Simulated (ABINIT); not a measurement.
# Calculated records

```xyz
2
Lattice="0.000 2.773 2.773 2.773 0.000 2.773 2.773 2.773 0.000" Properties=species:S:1:pos:R:3 pbc="T T T" subject="Beyond one shot: AgCl (Fm-3m)" method="RPA screening on PBE from quasiparticle energies and orbitals, plane waves, norm-conserving pseudopotentials (and 4 further levels or steps)" program="ABINIT 10.8.3" settings="cutoff 37 Ha, PseudoDojo scalar-relativistic 0.4.1 standard, norm-conserving, ngkpt (4, 4, 4), nband 82, ecuteps 5 Ha, gwcalctyp 28, inclvkb 2, shiftk (0, 0, 0), symchi 1, awtr 1, frequency ppm, cycle 5, q points all but q = 0, 4×4×4 k-mesh" cost="16 runs, 12 min in all on 4 MPI ranks of Arm Neoverse V2, shared host" notes="The cell and positions are those that the Materials Project relaxed with its own functionals (PBE, PBE+U or r2SCAN), kept fixed. Limits: d shell near the gap, gap tends to lie low; no spin-orbit coupling. The 4×4×4 mesh is coarse for this cell, which bears on the long-range parts of exchange and screening." g0w0="2.090 eV" qsgw_cycle_1="2.366 eV" qsgw_cycle_2="2.747 eV" qsgw_cycle_3="2.905 eV" qsgw_cycle_4="2.949 eV" qsgw_cycle_5="2.951 eV" known_limits="short of the basis limit; d shell near the gap, gap tends to lie low; no spin-orbit coupling; coarse k mesh"
Ag    0.000    0.000    0.000
Cl    2.773    2.773    2.773
```

[Long decimals in the printed logs are rounded to 6 places.]

[Logs are printed without paths, hosts, clocks, repeated set-up lines and the standing remarks that a program may print on its own settings, such as how far it seeks lower states.]

[Paths, hosts, dates, memory and timing lines, banners, echoed tables and standing remarks are left out of the program output; an Ansatz launch command may be rebuilt from the run's recorded settings. Measured values are a selection of at most five: reports struck by readers or far from the other reports are left out. None is set beside runs whose start may be inverted or whose files or cutoffs have a known fault.]

[Runs of the session that timed out or met a known fault of the program may be left out.]

[Hosts, paths, dates, database ids (printed as entryN), source tags and the programs' standing remarks are cut or masked in the printed files.]

[G0W0 gaps are taken among the corrected bands and points alone; a level outside them can change the order at an edge.]

[Where Ansatz stands beside ABINIT at settings called matched, ABINIT's density can come from a denser mesh and the files from another edition; pairs whose starting gaps differed by over 0.03 eV were left out, so agreement reads better than it is.]
